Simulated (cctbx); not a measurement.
# From intensities to atoms

Cell a = 9.3810 Å, b = 9.3810 Å, c = 9.3810 Å, α = 90.00°, β = 90.00°, γ = 90.00°; space group Fm-3m (no. 225); content Ir4 Cl24 Na8.

Simulated single-crystal data (cctbx): Cu Kα, λ = 1.54184 Å, to d = 0.83 Å, 95 % of the full sphere, strongest reflection 70000 counts, noise from counting, a 6 % proportional error and a noise floor of 4 counts (s.d.); no absorption.

Charge flipping in P1 on normalised amplitudes to 0.9 Å, δ = 1.1 σ, 20 % of the reflections treated as weak, 150 cycles:

```text
cycle      R  skewness
    0  0.487     0.36
   12  0.355     4.97
   24  0.335     5.11
   36  0.326     5.91
   48  0.308     6.32
   60  0.309     5.80
   72  0.308     5.66
   84  0.325     6.18
   96  0.300     5.93
  108  0.319     6.03
  120  0.313     6.18
  132  0.310     5.80
  144  0.323     5.96
origin shift          correlation  skewness
 0.056  0.180  0.428      0.849      1.10
 0.137  0.413  0.331      0.844      3.52
 0.141  0.164  0.337      0.875     11.84
 0.263  0.790  0.704      0.847      1.56
taken: symmetry correlation 0.875, skewness 11.84
peak      x       y       z  mult  height/sigma
Q1    0.0000  0.0000  0.0000    4     29.4
Q2    0.0000  0.0000  0.2451   24      4.4
Q3    0.2500  0.2500  0.2500    8      3.1
Q4    0.0000  0.0000  0.5000    4      3.0
Q5    0.0000  0.2075  0.2925   48      1.5
Q6    0.1029  0.1029  0.3971   32      1.5
Q7    0.0000  0.0000  0.1259   24      1.2
Q8    0.0000  0.1180  0.1976   96      1.0
```

The origin is taken among those within 0.04 of the best correlation, by the skewness of the map.

It took 2.3 s on 1 thread of Arm Neoverse N1 (shared host), peak memory 0.08 GiB.

Q: Assign the peaks.

Heights go roughly as Z and multiplicities must add up to the content. First model: Q1 = Ir1 (4 in the cell, height 29.4), Q2 = Cl1 (24 in the cell, height 4.4) and Q3 = Na1 (8 in the cell, height 3.1). Against the true structure, Q1 is Ir, Q2 is Cl and Q3 is Na; the other peaks are not atoms.

Least squares on F², isotropic:

```text
Rint 0.048, 58 unique reflections to 0.85 A
cycle     R1     wR2    GooF  max shift (A)
   1  0.1120  0.3868  29.770   0.05481
   2  0.0102  0.0205   1.576   0.00001
final R1 0.0102 wR2 0.0205 GooF 1.576  parameters 4  data/parameter 14.5
atom        x        y        z      Ueq    occ   su(xyz)  su(Uiso or U11)
Ir1    0.00000  0.00000  0.00000   0.0061  1.000  0.00000  0.0002
Cl1    0.00000  0.00000  0.23926   0.0113  1.000  0.00009  0.0002
Na1    0.25000  0.25000  0.25000   0.0173  1.000  0.00000  0.0006
difference map: max 0.55 min -0.27 rms 0.09
Q1    0.0000  0.0000  0.1791   24    0.58  0.56 A from Cl1
Q2    0.0000  0.0000  0.2975   24    0.38  0.55 A from Cl1
Q3    0.0000  0.0000  0.0798   24    0.26  0.75 A from Ir1
Q4    0.0000  0.0000  0.4125   24    0.20  1.63 A from Cl1
Q5    0.1507  0.2500  0.2500   48    0.19  0.93 A from Na1
```

Anisotropic refinement:

```text
Rint 0.048, 58 unique reflections to 0.85 A
cycle     R1     wR2    GooF  max shift (A)
   1  0.0102  0.0205   1.591   0.00045
   2  0.0073  0.0122   0.951   0.00000
final R1 0.0073 wR2 0.0122 GooF 0.951  parameters 5  data/parameter 11.6
atom        x        y        z      Ueq    occ   su(xyz)  su(Uiso or U11)
Ir1    0.00000  0.00000  0.00000   0.0062  1.000  0.00000  0.0001
Cl1    0.00000  0.00000  0.23921   0.0115  1.000  0.00006  0.0002
Na1    0.25000  0.25000  0.25000   0.0173  1.000  0.00000  0.0004
difference map: max 0.22 min -0.23 rms 0.07
Q1    0.1466  0.2500  0.2500   48    0.22  0.97 A from Na1
Q2    0.0975  0.0975  0.4025   32    0.19  2.00 A from Cl1
Q3    0.2002  0.2002  0.2002   32    0.16  0.81 A from Na1
Q4    0.0000  0.0000  0.0961   24    0.14  0.90 A from Ir1
Q5    0.0000  0.1918  0.1918   48    0.13  1.85 A from Cl1
Q6    0.0595  0.1895  0.2632  192    0.12  1.88 A from Cl1
```

**Reading.** The refinement ends at R1 = 0.0073, wR2 = 0.0122, GooF = 0.95, with difference density between -0.23 and 0.22 e/Å³. Every site matches the true model in element, within 0.001 Å r.m.s., up to an allowed shift of origin.

True model:

| atom | mult. | x | y | z | Ueq (Å²) |
| --- | --- | --- | --- | --- | --- |
| Ir1 | 4 | 0 | 0 | 0 | 0.0062 |
| Cl1 | 24 | 0 | 0 | 0.7609 | 0.0113 |
| Na1 | 8 | 1/4 | 1/4 | 3/4 | 0.0169 |

This is a model crystal, built by substitution and not relaxed, with assumed displacement parameters.

[Middle refinement cycles are left out of these outputs.]

[Logs are printed without paths, hosts, clocks, repeated set-up lines and the standing remarks that a program may print on its own settings, such as how far it seeks lower states.]
